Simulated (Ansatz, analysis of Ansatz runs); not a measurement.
# Y2S2O (P2_1/c), nudged elastic band: V_S hop (3.4 Å) (q = 0), part 3 of 3

How high is the barrier when S changes place in Y2S2O (P2_1/c)? The case: V_S hop (3.4 Å), charge 0, in a cell of 40 host atoms with 1 S taken out.

Ansatz 0.2.0; plane-wave PAW DFT, LDA; nudged elastic band between two relaxed defect structures.

So far: The starting structure; Relaxation of the start point, charge 0; Relaxation of the end point, charge 0.

## Step 4: Nudged elastic band, charge 0

5 movable images are laid between the ends on a pair-potential path, which keeps atoms from colliding in the first guess. Each image feels the true force across the path and a spring force along it. The highest image is set to climb to the top of the path.

This step: plane-wave PAW DFT, LDA; nudged elastic band between two relaxed defect structures.

Input file q0.neb/input.yaml:

```yaml
crystal:
  lattice:
    - [-1.13015356, 6.77967323, 6.6421666]
    - [6.96905613, 0.0, 6.61852732]
    - [8.0992097, 6.77967323, -0.02363928]
  atoms:
    - { symbol: "Y", position: [0.41273722, 0.33084508, 0.53508344] }
    - { symbol: "Y", position: [0.91375193, 0.83007708, 0.03329434] }
    - { symbol: "Y", position: [0.03042261, 0.72028177, 0.41579303] }
    - { symbol: "Y", position: [0.53331454, 0.2207841, 0.91415057] }
    - { symbol: "Y", position: [0.08177441, 0.16695305, 0.97103847] }
    - { symbol: "Y", position: [0.58318296, 0.66565229, 0.46579373] }
    - { symbol: "Y", position: [0.4696128, 0.78407096, 0.08117701] }
    - { symbol: "Y", position: [0.96737885, 0.28065075, 0.58584075] }
    - { symbol: "Y", position: [0.05546135, 0.62392346, 0.80186059] }
    - { symbol: "Y", position: [0.55501039, 0.12203924, 0.30178874] }
    - { symbol: "Y", position: [0.30274653, 0.5182433, 0.05712096] }
    - { symbol: "Y", position: [0.80084291, 0.02277114, 0.5544286] }
    - { symbol: "Y", position: [0.44395386, 0.87648257, 0.69777427] }
    - { symbol: "Y", position: [0.94470212, 0.37679968, 0.19861965] }
    - { symbol: "Y", position: [0.19703299, 0.98151873, 0.4433276] }
    - { symbol: "Y", position: [0.69864903, 0.48423078, 0.94078836] }
    - { symbol: S, position: [0.16132592, 0.80922053, 0.11347311] }
    - { symbol: S, position: [0.66307591, 0.30710088, 0.61127422] }
    - { symbol: S, position: [0.23476068, 0.18918746, 0.13102788] }
    - { symbol: S, position: [0.7341753, 0.68489884, 0.62997518] }
    - { symbol: S, position: [0.26632054, 0.31664826, 0.36823774] }
    - { symbol: S, position: [0.76291216, 0.80877074, 0.86948366] }
    - { symbol: S, position: [0.37007542, 0.55152054, 0.76486548] }
    - { symbol: S, position: [0.86882374, 0.06179952, 0.26231201] }
    - { symbol: S, position: [0.11167056, 0.41510282, 0.66407269] }
    - { symbol: S, position: [0.61282458, 0.91452385, 0.16346327] }
    - { symbol: S, position: [0.34001475, 0.68679108, 0.38214338] }
    - { symbol: S, position: [0.83686718, 0.18922059, 0.88732585] }
    - { symbol: S, position: [0.38350843, 0.08647005, 0.83945851] }
    - { symbol: S, position: [0.88408808, 0.58427177, 0.33789078] }
    - { symbol: S, position: [0.13026404, 0.94579442, 0.73539977] }
    - { symbol: O, position: [0.43889718, 0.91002989, 0.47333127] }
    - { symbol: O, position: [0.93680037, 0.41201962, 0.97496078] }
    - { symbol: O, position: [0.02651285, 0.82365492, 0.55963546] }
    - { symbol: O, position: [0.52937087, 0.32321235, 0.06275294] }
    - { symbol: O, position: [0.06017409, 0.58872173, 0.02742617] }
    - { symbol: O, position: [0.55898069, 0.09106654, 0.52588715] }
    - { symbol: O, position: [0.47417566, 0.67577315, 0.94135494] }
    - { symbol: O, position: [0.97321727, 0.17755932, 0.44022808] }
basis:
  ecutwfc: 420
  xc_grid: 2
hamiltonian:
  xc: lda
kpoints:
  mp_grid: { grid: [1, 1, 1] }
scf:
  occupations: { method: fixed }
  max_iter: 60
output:
  forces: true
neb:
  images: 5
  f_tol: 0.05
  climbing: true
  initial_path: idpp
  max_iterations: 45
  order_check: false
  final_atoms:
    - { symbol: "Y", position: [0.41678047, 0.33285244, 0.53268773] }
    - { symbol: "Y", position: [0.91240251, 0.83480749, 0.0317312] }
    - { symbol: "Y", position: [0.03137598, 0.72350886, 0.41386695] }
    - { symbol: "Y", position: [0.53039128, 0.21805559, 0.91783532] }
    - { symbol: "Y", position: [0.08396898, 0.16859075, 0.96850386] }
    - { symbol: "Y", position: [0.58219235, 0.66292434, 0.47003155] }
    - { symbol: "Y", position: [0.45919542, 0.77677769, 0.09321522] }
    - { symbol: "Y", position: [0.96766825, 0.28219408, 0.58508929] }
    - { symbol: "Y", position: [0.05437455, 0.6255778, 0.80087001] }
    - { symbol: "Y", position: [0.55351524, 0.12198336, 0.30422246] }
    - { symbol: "Y", position: [0.29946122, 0.51699663, 0.05698909] }
    - { symbol: "Y", position: [0.80226172, 0.01890844, 0.5557774] }
    - { symbol: "Y", position: [0.4439414, 0.87467884, 0.6998839] }
    - { symbol: "Y", position: [0.94244835, 0.37876818, 0.19836588] }
    - { symbol: "Y", position: [0.1981442, 0.98578581, 0.44255048] }
    - { symbol: "Y", position: [0.69553411, 0.48195924, 0.94847757] }
    - { symbol: S, position: [0.16066903, 0.8069227, 0.11863048] }
    - { symbol: S, position: [0.66295969, 0.30510261, 0.61777341] }
    - { symbol: S, position: [0.234205, 0.19034429, 0.13116678] }
    - { symbol: S, position: [0.73480639, 0.68040858, 0.63413892] }
    - { symbol: S, position: [0.26354062, 0.3130614, 0.37136105] }
    - { symbol: S, position: [0.76218083, 0.81418959, 0.86844804] }
    - { symbol: S, position: [0.36856693, 0.55119386, 0.76015857] }
    - { symbol: S, position: [0.8660671, 0.05720192, 0.26391463] }
    - { symbol: S, position: [0.11728011, 0.42028405, 0.65880002] }
    - { symbol: S, position: [0.60602111, 0.91035613, 0.16580638] }
    - { symbol: S, position: [0.6251635, 0.45157495, 0.24405113] }
    - { symbol: S, position: [0.83700522, 0.19060807, 0.88874782] }
    - { symbol: S, position: [0.38485046, 0.08194242, 0.84050946] }
    - { symbol: S, position: [0.8851938, 0.58487909, 0.33687816] }
    - { symbol: S, position: [0.13010294, 0.94712837, 0.73751909] }
    - { symbol: O, position: [0.43859915, 0.90756577, 0.47348466] }
    - { symbol: O, position: [0.93913545, 0.4122257, 0.97308573] }
    - { symbol: O, position: [0.03114092, 0.82488545, 0.55584181] }
    - { symbol: O, position: [0.52602341, 0.32312829, 0.06185297] }
    - { symbol: O, position: [0.05876577, 0.59146141, 0.02589572] }
    - { symbol: O, position: [0.55989125, 0.08669211, 0.52911655] }
    - { symbol: O, position: [0.46944011, 0.67538406, 0.94361663] }
    - { symbol: O, position: [0.97089114, 0.17800902, 0.44111036] }
```

The run is started by

```console
$ ansatz run input.yaml --threads 4 --pin off --max-ram 7536MiB --backend cpu --events-out ev --progress --plain --runs-dir out
```

Numbers of over 12 decimals in the logs are rounded to 6 here.

What it wrote:

```text
[...]
Warning: neb: disabling space-group detection — the band's intermediate images generally break the endpoint symmetry, so no spatial operation reduces the k-mesh or symmetrises the density, except that a semilocal band can use its path's symmetry ahead of [...]
[...]
parallel-image band execution: 4 concurrent image workers
NEB image 0
Crystal: 39 atoms, lattice volume = 729.080 Å³
Basis set: ecut = 420 eV, 14223 PW (Γ), exchange–correlation on 128×144×144 points (8 copies of the dense FFT grid, shifted against one another)
Bands: 196, of which v1, the nominal top of the filled ones, is band 157 counted from 1 (156 counted from 0)
Symmetry: 1 space group operations
k-points: 1
[...]
SCF iter   1: F=—  HF=-77500.245637 eV  |F-HF|=—  |Δ(HF+E_count)|=         —  Δρ=1.09e-2  dr2=1.28e0  ethr=1.77e-3  ⟨swp⟩=4.0  Hψ=630  notcnv=0  defer=36
[...]
SCF iter   9: F=-77499.916996 eV  HF=-77499.916996 eV  |F-HF|=1.09e-8  |Δ(HF+E_count)|=   2.52e-8  Δρ=2.20e-6  dr2=4.24e-8  ethr=3.18e-11  ⟨swp⟩=4.0  Hψ=584  notcnv=0
SCF 1 converged in 9 iterations: F = -77499.916996 eV  dr2 = 4.24e-8
[...]
NSCF: frozen V_eff on 1 k-points
NEB image 6
SCF iter   1: F=—  HF=-77499.880517 eV  |F-HF|=—  |Δ(HF+E_count)|=         —  Δρ=1.06e-2  dr2=1.11e0  ethr=1.77e-3  ⟨swp⟩=4.0  Hψ=626  notcnv=0  defer=35
[...]
SCF iter   9: F=-77499.589298 eV  HF=-77499.589298 eV  |F-HF|=1.52e-8  |Δ(HF+E_count)|=   2.56e-8  Δρ=1.96e-6  dr2=3.64e-8  ethr=3.18e-11  ⟨swp⟩=4.0  Hψ=584  notcnv=0
SCF 2 converged in 9 iterations: F = -77499.589298 eV  dr2 = 3.64e-8
[...]
NEB end point (image 0): max|allowed force component| = 1.579e-2 eV/Å (the criterion of neb.relax_end_points is 1.000e-2)
NEB end point (image 6): max|allowed force component| = 1.741e-2 eV/Å (the criterion of neb.relax_end_points is 1.000e-2)
NEB image 1
SCF iter   1: F=—  HF=-77499.718667 eV  |F-HF|=—  |Δ(HF+E_count)|=         —  Δρ=1.15e-2  dr2=1.71e0  ethr=1.77e-3  ⟨swp⟩=4.0  Hψ=559  notcnv=0  defer=36
[...]
SCF iter   9: F=-77499.282526 eV  HF=-77499.282526 eV  |F-HF|=4.66e-10  |Δ(HF+E_count)|=   3.72e-8  Δρ=2.99e-6  dr2=7.92e-8  ethr=3.18e-11  ⟨swp⟩=3.0  Hψ=615  notcnv=0
SCF 3 converged in 9 iterations: F = -77499.282526 eV  dr2 = 7.92e-8
NEB image 2
SCF iter   1: F=—  HF=-77498.516647 eV  |F-HF|=—  |Δ(HF+E_count)|=         —  Δρ=1.21e-2  dr2=2.14e0  ethr=1.77e-3  ⟨swp⟩=4.0  Hψ=560  notcnv=0  defer=35
[...]
SCF iter  10: F=-77497.981063 eV  HF=-77497.981063 eV  |F-HF|=1.73e-9  |Δ(HF+E_count)|=   2.97e-9  Δρ=1.10e-6  dr2=1.08e-8  ethr=3.18e-11  ⟨swp⟩=4.0  Hψ=515  notcnv=0
SCF 4 converged in 10 iterations: F = -77497.981063 eV  dr2 = 1.08e-8
NEB image 3
SCF iter   1: F=—  HF=-77497.631983 eV  |F-HF|=—  |Δ(HF+E_count)|=         —  Δρ=1.24e-2  dr2=2.07e0  ethr=1.77e-3  ⟨swp⟩=5.0  Hψ=576  notcnv=0  defer=35
[...]
SCF iter  10: F=-77497.088566 eV  HF=-77497.088566 eV  |F-HF|=1.14e-8  |Δ(HF+E_count)|=   1.11e-7  Δρ=2.13e-6  dr2=5.28e-8  ethr=3.18e-11  ⟨swp⟩=3.0  Hψ=615  notcnv=0
SCF 5 converged in 10 iterations: F = -77497.088566 eV  dr2 = 5.28e-8
NEB image 4
SCF iter   1: F=—  HF=-77498.072608 eV  |F-HF|=—  |Δ(HF+E_count)|=         —  Δρ=1.20e-2  dr2=2.03e0  ethr=1.77e-3  ⟨swp⟩=5.0  Hψ=573  notcnv=0  defer=36
[...]
SCF iter  10: F=-77497.567314 eV  HF=-77497.567314 eV  |F-HF|=7.81e-9  |Δ(HF+E_count)|=   5.37e-8  Δρ=1.78e-6  dr2=3.58e-8  ethr=3.18e-11  ⟨swp⟩=3.0  Hψ=613  notcnv=0
SCF 6 converged in 10 iterations: F = -77497.567314 eV  dr2 = 3.58e-8
NEB image 5
SCF iter   1: F=—  HF=-77499.316224 eV  |F-HF|=—  |Δ(HF+E_count)|=         —  Δρ=1.12e-2  dr2=1.63e0  ethr=1.77e-3  ⟨swp⟩=4.0  Hψ=560  notcnv=0  defer=36
[...]
SCF iter  10: F=-77498.890978 eV  HF=-77498.890978 eV  |F-HF|=3.30e-9  |Δ(HF+E_count)|=   3.46e-9  Δρ=1.05e-6  dr2=1.02e-8  ethr=3.18e-11  ⟨swp⟩=4.0  Hψ=512  notcnv=0
SCF 7 converged in 10 iterations: F = -77498.890978 eV  dr2 = 1.02e-8
NEB iter   1: max|band force component| = 2.015e0 eV/Å  barrier→ = 2.8284 eV  barrier← = 2.5007 eV  Δτ_max = 0.1980 Å  (67 SCF iters)
[...]
NEB iter   2: max|band force component| = 9.076e-1 eV/Å  barrier→ = 2.3700 eV  barrier← = 2.0423 eV  Δτ_max = 0.1966 Å  (46 SCF iters)
[...]
NEB iter   3: max|band force component| = 5.712e-1 eV/Å  barrier→ = 2.0783 eV  barrier← = 1.7506 eV  Δτ_max = 0.1056 Å  (45 SCF iters)
[...]
NEB iter   4: max|band force component| = 2.084e-1 eV/Å  barrier→ = 1.9571 eV  barrier← = 1.6294 eV  CI = image 3  Δτ_max = 0.0468 Å  (39 SCF iters)
[...]
NEB iter   5: max|band force component| = 1.301e-1 eV/Å  barrier→ = 1.9449 eV  barrier← = 1.6172 eV  CI = image 3  Δτ_max = 0.0343 Å  (33 SCF iters)
[...]
NEB iter   6: max|band force component| = 6.769e-2 eV/Å  barrier→ = 1.9333 eV  barrier← = 1.6056 eV  CI = image 3  Δτ_max = 0.0294 Å  (32 SCF iters)
[...]
NEB iter   7: max|band force component| = 4.108e-2 eV/Å  barrier→ = 1.9299 eV  barrier← = 1.6022 eV  CI = image 3  Δτ_max = 0.0000 Å  (33 SCF iters)
SCF converged after 7 iterations
Free energy (F): -77497.987060 eV
[...]
Internal energy: -77497.987060 eV  (E = F + TS)
E sigma→0 (E₀):  -77497.987060 eV
Fermi energy:    11.054449 eV
[...]
--- Forces (eV/Å), atoms counted from 1 ---
  atom   1  Y     -0.01643690     0.03373295     0.04093448
  atom   2  Y      0.01132233     0.00201327     0.00503509
  [... 3 atoms left out ...]
  atom   6  Y      0.01417721    -0.00064494     0.00142972
  atom   7  Y      0.00491642     0.00165322     0.01352721
  [... 9 atoms left out ...]
  atom  17  S     -0.00324240    -0.00457998    -0.00904704
  atom  18  S     -0.00515004    -0.00283450    -0.00731834
  [... 2 atoms left out ...]
  atom  21  S      0.01057011     0.00396922    -0.01006258
  [... 4 atoms left out ...]
  atom  26  S      0.00267636    -0.01128134     0.00150561
  atom  27  S      0.00330097     0.00558363    -0.00925817
  [... 9 atoms left out ...]
  atom  37  O      0.00133224     0.00478743     0.00554175
  atom  38  O     -0.00202803    -0.00406070    -0.00025373
  [... 1 atom left out ...]
  max |Σ_I F_I| component: 2.31e-5 eV/Å
--- Band table (eV) ---
[...]
this run last wrote the band of iteration 7 to <dir>
--- NEB band (7 images, 7 band iterations, 295 SCF iterations) ---
  forward barrier  = 1.929936 eV
  backward barrier = 1.602238 eV
  climbing image's point = of an order that was not read
  energies are F+E_penalty+E_count in eV, relative to image 0
  image     s (Å)  Δ vs image 0  max|band force component| (eV/Å)
      0    0.0000      0.000000                                 —
      1    0.6340      0.429052                          2.311e-2
      2    1.2679      1.410497                          3.342e-2
  *   3    1.9018      1.929936                          4.108e-2
      4    2.5152      1.425290                          3.889e-2
      5    3.1287      0.611212                          1.878e-2
      6    3.7422      0.327698                                 —
  climbing-image geometry (image 3):
  cell:  # Å, volume = 729.0804 Å³
    - [-1.13015356, 6.77967323, 6.6421666]
    - [6.96905613, 0.0, 6.61852732]
    - [8.0992097, 6.77967323, -0.02363928]
  atoms:
    - { symbol: Y, position: [0.402871, 0.303108, 0.555476] }
    - { symbol: Y, position: [0.916768, 0.837226, 0.027934] }
    - { symbol: Y, position: [0.024742, 0.728510, 0.413787] }
    - { symbol: Y, position: [0.533914, 0.222597, 0.920296] }
    - { symbol: Y, position: [0.084332, 0.165694, 0.979013] }
    - { symbol: Y, position: [0.580470, 0.658514, 0.467762] }
    - { symbol: Y, position: [0.473709, 0.790123, 0.064520] }
    - { symbol: Y, position: [0.962851, 0.285208, 0.583969] }
    - { symbol: Y, position: [0.057749, 0.626793, 0.797819] }
    - { symbol: Y, position: [0.555545, 0.114268, 0.303536] }
    - { symbol: Y, position: [0.297679, 0.515564, 0.061057] }
    - { symbol: Y, position: [0.800160, 0.022833, 0.556393] }
    - { symbol: Y, position: [0.442376, 0.862224, 0.695355] }
    - { symbol: Y, position: [0.939488, 0.386075, 0.194545] }
    - { symbol: Y, position: [0.192894, 0.997193, 0.436010] }
    - { symbol: Y, position: [0.702163, 0.485034, 0.937056] }
    - { symbol: S, position: [0.165132, 0.800805, 0.118824] }
    - { symbol: S, position: [0.663802, 0.288026, 0.627167] }
    - { symbol: S, position: [0.230920, 0.204353, 0.130247] }
    - { symbol: S, position: [0.736863, 0.681623, 0.626377] }
    - { symbol: S, position: [0.264116, 0.303354, 0.375128] }
    - { symbol: S, position: [0.764248, 0.803292, 0.870612] }
    - { symbol: S, position: [0.372561, 0.554901, 0.758348] }
    - { symbol: S, position: [0.866200, 0.068448, 0.263198] }
    - { symbol: S, position: [0.108604, 0.424176, 0.660239] }
    - { symbol: S, position: [0.612194, 0.919104, 0.161873] }
    - { symbol: S, position: [0.502298, 0.554432, 0.329375] }
    - { symbol: S, position: [0.840255, 0.192276, 0.888969] }
    - { symbol: S, position: [0.381906, 0.095204, 0.850477] }
    - { symbol: S, position: [0.884852, 0.587295, 0.332611] }
    - { symbol: S, position: [0.127738, 0.950822, 0.734060] }
    - { symbol: O, position: [0.434642, 0.904734, 0.468693] }
    - { symbol: O, position: [0.939664, 0.414297, 0.971515] }
    - { symbol: O, position: [0.030453, 0.827857, 0.554770] }
    - { symbol: O, position: [0.528976, 0.326170, 0.068264] }
    - { symbol: O, position: [0.060136, 0.595425, 0.020726] }
    - { symbol: O, position: [0.557246, 0.077428, 0.531998] }
    - { symbol: O, position: [0.472934, 0.673190, 0.937061] }
    - { symbol: O, position: [0.964332, 0.185624, 0.437876] }
```

It took 2.6 min on 4 threads of Arm Neoverse V1, shared host; peak memory 2.2 GiB.

In the SCF lines HF is the Harris–Foulkes energy and dr2 the Hartree energy of the density residual, in eV; the loop may stop once dr2 is under the threshold and the program's other checks hold. Hψ counts applications of the Hamiltonian.

Images along the path:

```
image  path (Å)  energy (eV)     S27: x, y, z (Å)
    0     0.000       0.0000  7.497, 4.896, 6.795
    1     0.634       0.4291  7.022, 5.077, 6.759
    2     1.268       1.4105  6.493, 5.353, 6.864
    3     1.902       1.9299  5.964, 5.638, 6.998
    4     2.515       1.4253  5.445, 5.865, 7.137
    5     3.129       0.6112  4.893, 5.967, 7.221
    6     3.742       0.3277  4.417, 5.893, 7.135
```

Read from the output:

```
free energy      : -77497.9871 eV
barrier forward  : 1.930 eV
barrier backward : 1.602 eV
end less start   : 0.3277 eV
hop length       : 3.255 Å
```

Track of the atom that was set to move:

```
image  x (Å)  y (Å)  z (Å)  nearest neighbour  distance (Å)
    0  7.497  4.896  6.795                  Y         2.673
    1  7.022  5.077  6.759                  Y         2.588
    2  6.493  5.353  6.864                  Y         2.481
    3  5.964  5.638  6.998                  Y         2.464
    4  5.445  5.865  7.137                  Y         2.515
    5  4.893  5.967  7.221                  Y         2.603
    6  4.417  5.893  7.135                  Y         2.691
```

The band met its tolerance of 0.05 eV/Å after 7 iterations, with image 3 on top (the start counts as 0). S27, which moves farthest between the ends, has 5 Y at 2.67 to 2.94 Å nearest at the start and 3 Y at 2.46 to 2.59 Å at the top.

## Step 5: Outcome

- barrier forward: 1.93 eV
- barrier backward: 1.60 eV
- end less start: 0.33 eV
- hop length: 3.26 Å
- band iterations, as the log counts them: 7

What this shows: The top of the band lies 1.93 eV above the start and 1.60 eV above the end. The ends differ by 0.33 eV, so they aren't like places or like states; the smaller barrier is only the way out of the higher one. With an assumed prefactor of 1e13 per second it gives one hop a second along this one path at about 750 K; whether such hops link up through the crystal wasn't checked. At the top S27 stands 2.46 Å from its nearest Y, 0.21 Å closer than at the start. The order of the top as a saddle was not checked for all atoms, so a bent path could be lower. Keep in mind: sampling at the zone centre alone can move energies of charged and open-shell states by tenths of an eV or more in cells of this size.

[Logs are printed without paths, hosts, clocks, repeated set-up lines and the standing remarks that a program may print on its own settings, such as how far it seeks lower states.]

[Hosts, paths, dates, database ids (printed as entryN), source tags and the programs' standing remarks are cut or masked in the printed files.]
